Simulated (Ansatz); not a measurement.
**A hypothetical structure for Ti4Pt**

Starting from a made-up structure for Ti4Pt, the aim is the relaxed cell, its shortest contacts and, where a second run follows, its electronic structure.

Main program and level: Ansatz 0.2.0; DFT, PBE, plane-wave PAW, files of the set soft_1, scalar-relativistic, no spin, cell and ions relaxed at zero pressure; PAW set soft_1, in the first sound run; inputs show where later runs differ.

### 1. Set-up

Symmetry: Fmmm, No. 69, orthorhombic system. Conventional cell: a = 3.068 Å, b = 4.726 Å, c = 22.089 Å, α = 90.00°, β = 90.00°, γ = 90.00°. Nearest to Pt lie 4 Ti at 2.58 Å and 4 Pt at 2.82 Å. Ti has 2 Pt at 2.58 Å and 6 Ti at 2.75 to 2.82 Å nearest. Nearest to Ti lie 10 Ti at 2.75 to 3.07 Å. Farther neighbours are not listed.

### 2. Relaxing cell and atoms

The guess takes its coordinates from another compound and its volume from a rule, so the cell and any free coordinates are relaxed together.

input.yaml

```yaml
crystal:
  lattice:
    - [0.0, 2.363, 11.0445]
    - [1.534, 0.0, 11.0445]
    - [1.534, 2.363, 0.0]
  atoms:
    - { symbol: Pt, position: [0.0, 0.0, 0.0] }
    - { symbol: Ti, position: [0.594, 0.594, 0.406] }
    - { symbol: Ti, position: [0.1975, 0.1975, 0.8025] }
    - { symbol: Ti, position: [0.8025, 0.8025, 0.1975] }
    - { symbol: Ti, position: [0.406, 0.406, 0.594] }
kpoints:
  mp_grid: { grid: [10, 10, 10] }
scf:
  occupations: { method: fermi_dirac, width: 0.05 }
hamiltonian:
  xc: pbe
  pseudopotentials: { kind: paw, azcp: { folder: soft_1 } }
relax:
  f_tol: 0.015
  max_steps: 70
  cell: {}
output:
  forces: true
  stress: true
```

Run with:

```sh
> ansatz run input.yaml --threads 4 --pin off --max-ram 8192MiB --backend cpu --events-out ev --progress --plain --runs-dir out
```

Numbers of over 12 decimals in the logs are rounded to 6 here.

Output:

```text
basis.fft_grid_basis auto: the FFT boxes are laid along the combinations [[1, -1, 0], [0, 1, 0], [0, 0, 1]] of the cell's own vectors, 2.817, 11.151 and 2.817 Å long. The dense box has 20×75×20 points. Along the cell's own vectors, as sized, it would have 80×75×20, 4.00 times as many. basis.fft_grid_basis: typed keeps the cell's own vectors: state it where this run's energies or levels are differenced outside the engine with another run's, or held beside a run that keeps those vectors.
Engine: ansatz 0.2.0, aarch64-unknown-linux-gnu
Pseudopotentials: kind: paw
Pseudopotential: Pt, paw, valence charge 18, recommended cutoff 420 eV (normal), soft_1/Pt.paw.azcp
Pseudopotential: Ti, paw, valence charge 12, recommended cutoff 420 eV (normal), soft_1/Ti.paw.azcp
Functional definition: PBE
  parameter kappa = 0.804
  parameter beta = 0.066725
  exchange = pbe_x(kappa = kappa, mu = beta*pi^2/3)
  correlation = pbe_c(beta = beta)
Crystal: 5 atoms, lattice volume = 80.069 Å³
Basis set: ecut = 420 eV, 1567 PW (Γ), FFT grids on a1−a2, a2, a3, exchange–correlation on 40×150×40 points (8 copies of the dense FFT grid, shifted against one another)
Bands: 40, of which v1, the nominal top of the filled ones, is band 33 counted from 1 (32 counted from 0)
Symmetry: 8 space group operations
Space group: Fmmm (ITA 69), of the structure as read, at distance tolerance 4.3e-5 Å
k-points: 171 of 1000
Non-local potential: Pt, projectors of the file, l = 0: 3, l = 1: 2, l = 2: 2, l = 3: 1
Non-local potential: Ti, projectors of the file, l = 0: 3, l = 1: 2, l = 2: 3, l = 3: 1
PAW form: soft (Blöchl's): semilocal exchange-correlation on the pseudo side does not see the compensation charge
PAW one-centre angular grid: Pt, 590 points (default); XC on 64 Gauss nodes
PAW one-centre angular grid: Ti, 590 points (default); XC on 64 Gauss nodes
Initial density: superposition of atomic densities (chi_scale 0.1, normalization cell, long waves of neutral atoms (reshape's long-wave potential 2.98 eV rms, cloud 2.96 Å wide))
Initial wavefunctions: pseudopotential atomic-orbital guess
Functional: x = pbe(κ = 0.804, μ = 0.219515), c = pbe(β = 0.066725)
SCF iter   1: F=—  HF=-22573.901661 eV  |F-HF|=—  |Δ(HF+E_count)|=         —  Δρ=4.56e-1  dr2=1.62e3  ethr=3.10e-3  ⟨swp⟩=4.8  Hψ=22591  notcnv=0
preconditioner: auto → Kerker (q_TF=auto, 2.642 Å⁻¹)  [metal: Δε(μ)=0.004 eV  Ē_g=3.444 eV  σ=0.050 eV  W_gap=0.02  n_scr=24 (ndim 8)  ℏωp=21.2 eV  f_vac=0.000  D(μ)=8.97/eV (n_scr^D=118)]
SCF iter   2: F=—  HF=-22529.889282 eV  |F-HF|=—  |Δ(HF+E_count)|=    4.40e1  Δρ=1.59e-1  dr2=1.23e2  ethr=3.10e-3  ⟨swp⟩=9.5  Hψ=42504  notcnv=2  defer=25
SCF iter   3: F=—  HF=-22525.152091 eV  |F-HF|=—  |Δ(HF+E_count)|=    4.74e0  Δρ=5.57e-2  dr2=2.16e1  ethr=3.10e-3  ⟨swp⟩=6.2  Hψ=19357  notcnv=0  defer=71
SCF iter   4: F=—  HF=-22524.461404 eV  |F-HF|=—  |Δ(HF+E_count)|=   6.91e-1  Δρ=3.64e-2  dr2=2.92e0  ethr=3.10e-3  ⟨swp⟩=6.3  Hψ=16852  notcnv=0  defer=57
SCF iter   5: F=—  HF=-22524.471007 eV  |F-HF|=—  |Δ(HF+E_count)|=   9.60e-3  Δρ=3.52e-2  dr2=5.85e0  ethr=3.10e-3  ⟨swp⟩=5.2  Hψ=13959  notcnv=0  defer=43
SCF iter   6: F=—  HF=-22524.307159 eV  |F-HF|=—  |Δ(HF+E_count)|=   1.64e-1  Δρ=1.76e-2  dr2=1.35e0  ethr=3.10e-3  ⟨swp⟩=3.1  Hψ=9751  notcnv=0  defer=30
SCF iter   7: F=—  HF=-22524.262489 eV  |F-HF|=—  |Δ(HF+E_count)|=   4.47e-2  Δρ=3.40e-3  dr2=4.53e-2  ethr=2.05e-3  ⟨swp⟩=3.2  Hψ=8670  notcnv=0  defer=29
SCF iter   8: F=—  HF=-22524.262282 eV  |F-HF|=—  |Δ(HF+E_count)|=   2.07e-4  Δρ=5.10e-4  dr2=5.46e-4  ethr=6.86e-5  ⟨swp⟩=3.4  Hψ=9512  notcnv=0  defer=39
SCF iter   9: F=—  HF=-22524.262309 eV  |F-HF|=—  |Δ(HF+E_count)|=   2.76e-5  Δρ=1.35e-4  dr2=3.80e-5  ethr=8.28e-7  ⟨swp⟩=2.4  Hψ=8761  notcnv=0  defer=28
SCF iter  10: F=—  HF=-22524.262341 eV  |F-HF|=—  |Δ(HF+E_count)|=   3.21e-5  Δρ=2.29e-5  dr2=3.38e-7  ethr=5.76e-8  ⟨swp⟩=2.2  Hψ=8460  notcnv=0  defer=26
SCF iter  11: F=-22524.262341 eV  HF=-22524.262341 eV  |F-HF|=2.88e-8  |Δ(HF+E_count)|=   2.78e-8  Δρ=5.01e-6  dr2=4.24e-8  ethr=1.52e-10  ⟨swp⟩=5.4  Hψ=23103  notcnv=0
SCF 1 converged in 11 iterations: F = -22524.262341 eV  dr2 = 4.24e-8
  greatest PAW one-centre occupation: 1.000 electrons in one spin orbital (limit 2), on the Pt atom at site 0 (counted from 0), in its partial waves of l = 0
relax step   1: F+E_penalty+E_count = -22524.26234131 eV  Δ(F+E_penalty+E_count) = +0.000e0 eV  max|allowed force component| = 7.312e-1 eV/Å  Δτ_max = 0.0000 Å  P = +7.582 GPa  Ω = 80.069 Å³  (11 SCF iters, dr2 threshold 1.00e-7 eV, accepted)
Crystal: 5 atoms, lattice volume = 85.639 Å³
Basis set: ecut = 420 eV, 1663 PW (Γ), FFT grids on a1−a2, a2, a3, exchange–correlation on 40×150×40 points (8 copies of the dense FFT grid, shifted against one another)
Initial density: handed on by an earlier stage of this run
Initial wavefunctions: those handed on with the density
SCF iter   1: F=—  HF=-22525.087736 eV  |F-HF|=—  |Δ(HF+E_count)|=         —  Δρ=5.25e-2  dr2=2.79e1  ethr=3.10e-3  ⟨swp⟩=9.4  Hψ=28755  notcnv=0
preconditioner: auto → Kerker (q_TF=auto, 2.612 Å⁻¹)  [metal: Δε(μ)=0.004 eV  Ē_g=3.844 eV  σ=0.050 eV  W_gap=0.02  n_scr=24 (ndim 8)  ℏωp=20.5 eV  f_vac=0.000  D(μ)=9.47/eV (n_scr^D=120)]
SCF iter   2: F=—  HF=-22524.596909 eV  |F-HF|=—  |Δ(HF+E_count)|=   4.91e-1  Δρ=2.14e-2  dr2=6.00e0  ethr=3.10e-3  ⟨swp⟩=2.0  Hψ=8519  notcnv=0  defer=8
SCF iter   3: F=—  HF=-22524.451684 eV  |F-HF|=—  |Δ(HF+E_count)|=   1.45e-1  Δρ=4.92e-3  dr2=4.14e-2  ethr=3.10e-3  ⟨swp⟩=2.1  Hψ=7543  notcnv=0  defer=8
SCF iter   4: F=—  HF=-22524.445716 eV  |F-HF|=—  |Δ(HF+E_count)|=   5.97e-3  Δρ=1.76e-3  dr2=1.80e-2  ethr=6.27e-5  ⟨swp⟩=2.6  Hψ=14187  notcnv=0  defer=24
SCF iter   5: F=—  HF=-22524.444439 eV  |F-HF|=—  |Δ(HF+E_count)|=   1.28e-3  Δρ=4.60e-4  dr2=1.48e-3  ethr=2.73e-5  ⟨swp⟩=1.1  Hψ=6837  notcnv=0  defer=24
SCF iter   6: F=—  HF=-22524.444329 eV  |F-HF|=—  |Δ(HF+E_count)|=   1.10e-4  Δρ=1.48e-4  dr2=3.62e-5  ethr=2.24e-6  ⟨swp⟩=1.8  Hψ=7312  notcnv=0  defer=24
SCF iter   7: F=—  HF=-22524.444106 eV  |F-HF|=—  |Δ(HF+E_count)|=   2.23e-4  Δρ=2.67e-5  dr2=1.34e-6  ethr=5.48e-8  ⟨swp⟩=2.0  Hψ=7985  notcnv=0  defer=24
SCF iter   8: F=-22524.444105 eV  HF=-22524.444106 eV  |F-HF|=2.12e-7  |Δ(HF+E_count)|=   3.02e-8  Δρ=7.23e-6  dr2=2.28e-7  ethr=7.58e-10  ⟨swp⟩=4.0  Hψ=21822  notcnv=0
SCF 2 converged in 8 iterations: F = -22524.444105 eV  dr2 = 2.28e-7
[...]
relax step  16: F+E_penalty+E_count = -22525.24359357 eV  Δ(F+E_penalty+E_count) = -5.916e-2 eV  max|allowed force component| = 9.011e-2 eV/Å  Δτ_max = 0.0211 Å  P = -0.296 GPa  Ω = 83.879 Å³  energy of the carried Pulay correction = -6.251e-4 eV  (6 SCF iters, dr2 threshold 5.00e-7 eV, accepted)
relax step  17: F+E_penalty+E_count = -22525.31413253 eV  Δ(F+E_penalty+E_count) = -7.054e-2 eV  max|allowed force component| = 2.511e-1 eV/Å  Δτ_max = 0.0108 Å  P = +0.410 GPa  Ω = 83.174 Å³  energy of the carried Pulay correction = -3.970e-4 eV  (6 SCF iters, dr2 threshold 5.00e-7 eV, accepted)
relax step  18: F+E_penalty+E_count = -22525.25983579 eV  Δ(F+E_penalty+E_count) = +5.430e-2 eV  max|allowed force component| = 6.736e-1 eV/Å  Δτ_max = 0.1630 Å  P = +4.186 GPa  Ω = 80.419 Å³  energy of the carried Pulay correction = +4.625e-4 eV  (8 SCF iters, dr2 threshold 5.00e-7 eV, rejected (line search))
relax step  19: F+E_penalty+E_count = -22525.34145801 eV  Δ(F+E_penalty+E_count) = -2.733e-2 eV  max|allowed force component| = 4.452e-2 eV/Å  Δτ_max = 0.0413 Å  P = -0.141 GPa  Ω = 83.119 Å³  energy of the carried Pulay correction = -4.193e-4 eV  (11 SCF iters, accepted)
relax step  20: F+E_penalty+E_count = -22525.34234851 eV  Δ(F+E_penalty+E_count) = -8.905e-4 eV  max|allowed force component| = 9.212e-2 eV/Å  Δτ_max = 0.0214 Å  P = +0.387 GPa  Ω = 82.536 Å³  energy of the carried Pulay correction = -2.428e-4 eV  (7 SCF iters, dr2 threshold 5.00e-7 eV, accepted)
relax step  21: F+E_penalty+E_count = -22525.34488977 eV  Δ(F+E_penalty+E_count) = -2.541e-3 eV  max|allowed force component| = 3.095e-3 eV/Å  Δτ_max = 0.0067 Å  P = -0.015 GPa  Ω = 82.841 Å³  energy of the carried Pulay correction = -3.393e-4 eV  (6 SCF iters, dr2 threshold 5.00e-7 eV, accepted)
relax step  22: F+E_penalty+E_count = -22525.34491512 eV  Δ(F+E_penalty+E_count) = -2.536e-5 eV  max|allowed force component| = 9.599e-4 eV/Å  Δτ_max = 0.0011 Å  P = -0.002 GPa  Ω = 82.846 Å³  energy of the carried Pulay correction = -3.411e-4 eV  (6 SCF iters, dr2 threshold 7.65e-9 eV, accepted)
relax step  23: F+E_penalty+E_count = -22525.35348004 eV  Δ(F+E_penalty+E_count) = -8.565e-3 eV  max|allowed force component| = 1.143e-3 eV/Å  Δτ_max = 0.0000 Å  P = +0.239 GPa  Ω = 82.846 Å³  stress off target by 6.32e-1 GPa  SCF on the basis re-selected at this cell (its energy is not comparable with the rows above)  (7 SCF iters)
relax step  24: F+E_penalty+E_count = -22525.35430915 eV  Δ(F+E_penalty+E_count) = -8.291e-4 eV  max|allowed force component| = 7.856e-3 eV/Å  Δτ_max = 0.0022 Å  P = -0.016 GPa  Ω = 82.976 Å³  energy of the carried Pulay correction = -5.778e-5 eV  (6 SCF iters, dr2 threshold 5.00e-7 eV, accepted)
iter 1 solved again at ethr=9.57e-8 eV; its pass at ethr=3.10e-3 eV (dr2=6.32e-5 eV) is discarded
SCF iter   1: F=—  HF=-22525.354280 eV  |F-HF|=—  |Δ(HF+E_count)|=         —  Δρ=1.11e-4  dr2=2.28e-7  ethr=9.57e-8  ⟨swp⟩=3.1  Hψ=37870  notcnv=0
preconditioner: auto → Kerker (q_TF=auto, 2.626 Å⁻¹)  [metal: Δε(μ)=0.012 eV  Ē_g=3.711 eV  σ=0.050 eV  W_gap=0.06  n_scr=22 (ndim 8)  ℏωp=20.8 eV  f_vac=0.000  D(μ)=7.37/eV (n_scr^D=82)]
SCF iter   2: F=—  HF=-22525.354348 eV  |F-HF|=—  |Δ(HF+E_count)|=   6.83e-5  Δρ=5.64e-5  dr2=5.86e-8  ethr=3.45e-10  ⟨swp⟩=2.1  Hψ=10593  notcnv=0
SCF iter   3: F=—  HF=-22525.354355 eV  |F-HF|=—  |Δ(HF+E_count)|=   6.67e-6  Δρ=6.19e-7  dr2=1.94e-10  ethr=8.88e-11  ⟨swp⟩=1.0  Hψ=6840  notcnv=0
iter 4 did not close the SCF: its close was put off for the readings that it lacked (scf_convergence_deferred on its scf_iter line)
SCF iter   4: F=-22525.354355 eV  HF=-22525.354355 eV  |F-HF|=7.28e-12  |Δ(HF+E_count)|=  1.35e-10  Δρ=2.35e-7  dr2=3.19e-11  ethr=1.00e-12  ⟨swp⟩=1.7  Hψ=7683  notcnv=0
iter 5 did not close the SCF: its close was put off for the readings that it lacked (scf_convergence_deferred on its scf_iter line)
SCF iter   5: F=-22525.354355 eV  HF=-22525.354355 eV  |F-HF|=3.64e-12  |Δ(HF+E_count)|=  1.09e-11  Δρ=4.38e-8  dr2=2.12e-12  ethr=1.00e-12  ⟨swp⟩=1.0  Hψ=6840  notcnv=0
iter 6 did not close the SCF: its close was put off for the readings that it lacked (scf_convergence_deferred on its scf_iter line)
SCF iter   6: F=-22525.354355 eV  HF=-22525.354355 eV  |F-HF|=7.28e-12  |Δ(HF+E_count)|=  3.64e-12  Δρ=1.77e-8  dr2=2.05e-13  ethr=1.00e-12  ⟨swp⟩=1.0  Hψ=6840  notcnv=0
iter 7 did not close the SCF: its close was put off for the readings that it lacked (scf_convergence_deferred on its scf_iter line)
SCF iter   7: F=-22525.354355 eV  HF=-22525.354355 eV  |F-HF|=3.64e-12  |Δ(HF+E_count)|=  3.64e-12  Δρ=4.31e-9  dr2=1.53e-14  ethr=1.00e-12  ⟨swp⟩=1.0  Hψ=6840  notcnv=0
SCF iter   8: F=-22525.354355 eV  HF=-22525.354355 eV  |F-HF|=0.00e0  |Δ(HF+E_count)|=    0.00e0  Δρ=1.02e-9  dr2=8.10e-16  ethr=1.00e-12  ⟨swp⟩=1.0  Hψ=14366  notcnv=0
SCF 25 converged in 8 iterations: F = -22525.354355 eV  dr2 = 8.10e-16
relax step  25: F+E_penalty+E_count = -22525.35435463 eV  Δ(F+E_penalty+E_count) = -4.549e-5 eV  max|allowed force component| = 7.841e-3 eV/Å  Δτ_max = 0.0000 Å  P = -0.017 GPa  Ω = 82.976 Å³  stress off target by 3.37e-2 GPa  SCF on the basis re-selected at this cell (its energy is not comparable with the rows above)  (8 SCF iters)
basis re-selected at this cell: Δ(F+E_penalty+E_count) = -4.549e-5 eV, ΔP = -0.001 GPa vs the last step (what re-selecting the basis moved, of the pressure what is left beyond the Pulay correction that the steps carried, after the strain that the cell walked since its last selection, with what the two solves' SCF thresholds leave and, on support functions, any second-order correction that the steps lacked; it is no m [...]
SCF converged after 8 iterations
Free energy (F): -22525.354355 eV
Harris-Foulkes:  -22525.354355 eV  (|F-HF|=0.00e0)
Internal energy: -22525.293806 eV  (E = F + TS)
E sigma→0 (E₀):  -22525.324080 eV
Entropy (-TS):   -0.060548 eV (-12.110 meV/atom)
Fermi energy:    15.359969 eV
--- Per-component energies (eV) ---
  E_band       = -812.810668
  E_kinetic    = 1720.748078
  E_local      = -5441.248211  (includes V_loc(G=0)·N_el)
  E_nonlocal   = 444.685303
  E_hartree    = 2165.622398
  E_xc         = -698.164964
  E_vxc        = -854.807304  (∫ρ·V_xc dr)
  E_paw        = -13652.360575  (= ΣΔE_a)
  E_vpaw       = -1013.434096  (= ΣTr[D̂ρ^β])
  E_aug_tail   = 0.000769  (compensation charges beyond the density's cutoff)
  E_ewald      = -7064.576604
  E_smearing   = -0.060548  (= −TS)
  E_closure    = 0.000000  (closes the sum)
  Σ components = -22525.354355   (vs F -22525.354355, Δ=0.00e0)
--- Forces (eV/Å), atoms counted from 1 ---
  atom   1  Pt     0.00000000     0.00000000    -0.00000000
  atom   2  Ti     0.00000000     0.00000000     0.00784065
  atom   3  Ti     0.00000000     0.00000000     0.00263914
  atom   4  Ti     0.00000000     0.00000000    -0.00263914
  atom   5  Ti     0.00000000     0.00000000    -0.00784065
  max |Σ_I F_I| component: 1.73e-18 eV/Å
--- Stress (GPa, compression-positive) ---
        0.012399       0.000000       0.000000
        0.000000      -0.029050       0.000000
        0.000000       0.000000      -0.033689
  P = ⅓ Tr σ = -0.0168 GPa (-0.168 kbar)
--- Relaxed structure (22 steps of the walk, 21 accepted, 3 SCFs on fresh bases) ---
  F+E_penalty+E_count = -22525.35435463 eV   max|allowed force component| = 7.841e-3 eV/Å   (the final SCF, on the basis selected at the relaxed cell)
  cell:  # Å, volume = 82.9761 Å³
    - [0.0, 2.232549, 8.326730]
    - [2.231761, 0.0, 8.326730]
    - [2.231761, 2.232549, 0.0]
  atoms:
    - { symbol: Pt, position: [2.7044927205374324e-19, 2.7044927205374324e-19, -2.7044927205374324e-19] }
    - { symbol: Ti, position: [0.595493, 0.595493, 0.404507] }
    - { symbol: Ti, position: [0.196983, 0.196983, 0.803017] }
    - { symbol: Ti, position: [0.803017, 0.803017, 0.196983] }
    - { symbol: Ti, position: [0.404507, 0.404507, 0.595493] }
```

The job ended after 2.5 min (4 threads of Arm Neoverse V2, shared host; peak memory 0.72 GiB; 10 min of CPU time).

Relaxation path (22 of 25):

| step | energy less that of the first step (eV) | largest force component (eV/Å) | pressure (GPa) | volume (Å³) |
| --- | --- | --- | --- | --- |
| 1 | 0.0000 | 0.7312 | 7.58 | 80.07 |
| 2 | -0.1818 | 0.1128 | -3.16 | 85.64 |
| 3 | -0.3252 | 0.0875 | -1.29 | 84.22 |
| 4 | -0.4781 | 0.1354 | -0.36 | 83.54 |
| 6 | -0.6960 | 0.0723 | 0.57 | 82.49 |
| 7 | -0.7068 | 0.0320 | 0.00 | 82.44 |
| 8 | -0.7070 | 0.0063 | 0.08 | 82.36 |
| 9 | -0.7070 | 0.0009 | 0.00 | 82.42 |
| 10* | -0.8134 | 0.0038 | 1.91 | 82.42 |
| 11 | -0.8884 | 0.0615 | 2.02 | 82.43 |
| 12 | -0.8983 | 0.2193 | -2.00 | 84.65 |
| 14 | -0.9155 | 0.0179 | 0.03 | 83.69 |
| 15 | -0.9221 | 0.0542 | -0.09 | 83.81 |
| 16 | -0.9813 | 0.0901 | -0.30 | 83.88 |
| 17 | -1.0518 | 0.2511 | 0.41 | 83.17 |
| 18 | -0.9975 | 0.6736 | 4.19 | 80.42 |
| 19 | -1.0791 | 0.0445 | -0.14 | 83.12 |
| 20 | -1.0800 | 0.0921 | 0.39 | 82.54 |
| 22 | -1.0826 | 0.0010 | 0.00 | 82.85 |
| 23* | -1.0911 | 0.0011 | 0.24 | 82.85 |
| 24 | -1.0920 | 0.0079 | -0.02 | 82.98 |
| 25* | -1.0920 | 0.0078 | -0.02 | 82.98 |

Relaxation steps marked * repeat the geometry before them on a plane-wave basis chosen anew for their cell, so energy and pressure can jump there. Other such steps can lie between the rows shown. Relaxation step 18 was tried and not accepted.

The run keeps the 8 symmetry operations that it works with, so distortions that break them were not tested.

| cell as run | before | after | change |
| --- | --- | --- | --- |
| a (Å) | 11.294 | 8.621 | -23.7 % |
| b (Å) | 11.151 | 8.621 | -22.7 % |
| c (Å) | 2.817 | 3.157 | +12.1 % |
| α (°) | 85.70 | 79.45 | -7.3 % |
| β (°) | 79.89 | 79.45 | -0.6 % |
| γ (°) | 14.40 | 21.10 | +46.5 % |
| volume (Å³/atom) | 16.01 | 16.60 | +3.6 % |

The atoms that moved most (Å, as changes of fractional coordinates times the final cell):

| atom | dx | dy | dz | length |
| --- | --- | --- | --- | --- |
| Ti2 | 0.000 | 0.000 | 0.025 | 0.025 |
| Ti5 | 0.000 | 0.000 | -0.025 | 0.025 |
| Ti4 | 0.000 | 0.000 | 0.009 | 0.009 |
| Ti3 | 0.000 | 0.000 | -0.009 | 0.009 |

Final coordinates:

```xyz
5
Lattice="0.0000 2.2325 8.3267 2.2318 0.0000 8.3267 2.2318 2.2325 0.0000" Properties=species:S:1:pos:R:3 pbc="T T T"
Pt    0.0000    0.0000    0.0000
Ti    2.2318    2.2325    9.9170
Ti    2.2318    2.2325    3.2804
Ti    2.2318    2.2325   13.3730
Ti    2.2318    2.2325    6.7364
```

This step gave:

```
free energy             : -22525.3544 eV
energy at zero smearing : -22525.3241 eV
smearing term TS        : 0.06055 eV
Fermi energy            : 15.36 eV
electrons               : 66
symmetry operations     : 8
pressure                : -0.01678 GPa
```

Shortest distances by pair of elements, guess and relaxed (not always the same contact):

| pair | guess (Å) | relaxed (Å) |
| --- | --- | --- |
| Pt–Ti | 2.582 | 2.740 |
| Ti–Ti | 2.753 | 2.800 |
| Pt–Pt | 2.817 | 3.157 |

The relaxation ends with a largest force component of 0.0078 eV/Å and a pressure of -0.02 GPa.

[end of part 1 of 2]

[Logs are printed without paths, hosts, clocks, repeated set-up lines and the standing remarks that a program may print on its own settings, such as how far it seeks lower states.]

[Hosts, paths, dates, database ids (printed as entryN), source tags and the programs' standing remarks are cut or masked in the printed files.]
